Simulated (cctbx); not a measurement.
**What is wrong with this refinement?**

Cell a = 9.5250 Å, b = 10.2250 Å, c = 7.5150 Å, α = 90.00°, β = 90.00°, γ = 90.00°; space group Pbam (no. 55). The compound is Pb3S4.

The data are simulated with cctbx, not measured: Cu Kα, λ = 1.54184 Å, to d = 0.8 Å, 80 % of the full sphere, strongest reflection 20000 counts, noise from counting, a 6 % proportional error and a noise floor of 8 counts (s.d.); no absorption.

An isotropic refinement with weights 1/σ² prints:

```text
Rint 0.049, 806 unique reflections to 0.80 A
cycle     R1     wR2    GooF  max shift (A)
   1  0.8167  0.9659  22.657   0.62675
   9  0.0174  0.0405   0.951   0.00000
final R1 0.0174 wR2 0.0405 GooF 0.951  parameters 18  data/parameter 44.8
atom        x        y        z      Ueq    occ   su(xyz)  su(Uiso or U11)
Pb1    0.37484  0.32807  0.50000   0.0110  1.000  0.00003  0.0001
Pb2    0.65266  0.34801  0.00000   0.0102  1.000  0.00003  0.0001
Pb3    0.00000  0.50000  0.74517   0.0107  1.000  0.00004  0.0001
S1     0.09015  0.37207  0.50000   0.0172  1.000  0.00023  0.0004
S2     0.14301  0.40191  0.00000   0.0160  1.000  0.00022  0.0004
S3     0.32978  0.17458  0.75071   0.0158  1.000  0.00021  0.0003
difference map: max 1.15 min -1.33 rms 0.30
Q1    0.1223  0.1123  0.0000    4    1.16  0.50 A from Pb2
Q2    0.0198  0.1651  0.1478    8    1.14  1.69 A from Pb2
Q3    0.1237  0.8193  0.0000    4    1.11  2.38 A from S2
Q4    0.1378  0.5027  0.2199    8    1.10  1.34 A from Pb3
Q5    0.1343  0.5140  0.0949    8    1.09  1.35 A from S2
Q6    0.0077  0.0807  0.2821    8    1.09  2.27 A from Pb1
```

**Question.** Can this result stand? If not, what is the likely fault?

It can stand. The set-up had a fault (start far from the minimum), but the refinement still reached the right minimum: R1 = 0.0174, wR2 = 0.0405, GooF = 0.95 against R1 = 0.0174, wR2 = 0.0405, GooF = 0.95 for the right model.

The compound is Pb3S4. The right model at the same level gives:

```text
Rint 0.049, 806 unique reflections to 0.80 A
cycle     R1     wR2    GooF  max shift (A)
   1  0.1586  0.3975   9.323   0.09770
   2  0.0174  0.0405   0.951   0.00002
final R1 0.0174 wR2 0.0405 GooF 0.951  parameters 18  data/parameter 44.8
atom        x        y        z      Ueq    occ   su(xyz)  su(Uiso or U11)
Pb1    0.37484  0.32807  0.50000   0.0110  1.000  0.00003  0.0001
Pb2    0.65266  0.34801  0.00000   0.0102  1.000  0.00003  0.0001
Pb3    0.00000  0.50000  0.74517   0.0107  1.000  0.00004  0.0001
S1     0.09015  0.37207  0.50000   0.0172  1.000  0.00023  0.0004
S2     0.14301  0.40191  0.00000   0.0160  1.000  0.00022  0.0004
S3     0.32978  0.17458  0.75071   0.0158  1.000  0.00021  0.0003
difference map: max 1.15 min -1.33 rms 0.30
Q1    0.1223  0.1123  0.0000    4    1.16  0.50 A from Pb2
Q2    0.0198  0.1651  0.1477    8    1.14  1.69 A from Pb2
Q3    0.1237  0.8193  0.0000    4    1.11  2.38 A from S2
Q4    0.1378  0.5027  0.2199    8    1.10  1.34 A from Pb3
Q5    0.1343  0.5140  0.0949    8    1.09  1.35 A from S2
Q6    0.0077  0.0807  0.2821    8    1.09  2.27 A from Pb1
```

This is a model crystal, built by substitution and not relaxed, with assumed displacement parameters.

[Middle refinement cycles are left out of these outputs.]

[Logs are printed without paths, hosts, clocks, repeated set-up lines and the standing remarks that a program may print on its own settings, such as how far it seeks lower states.]
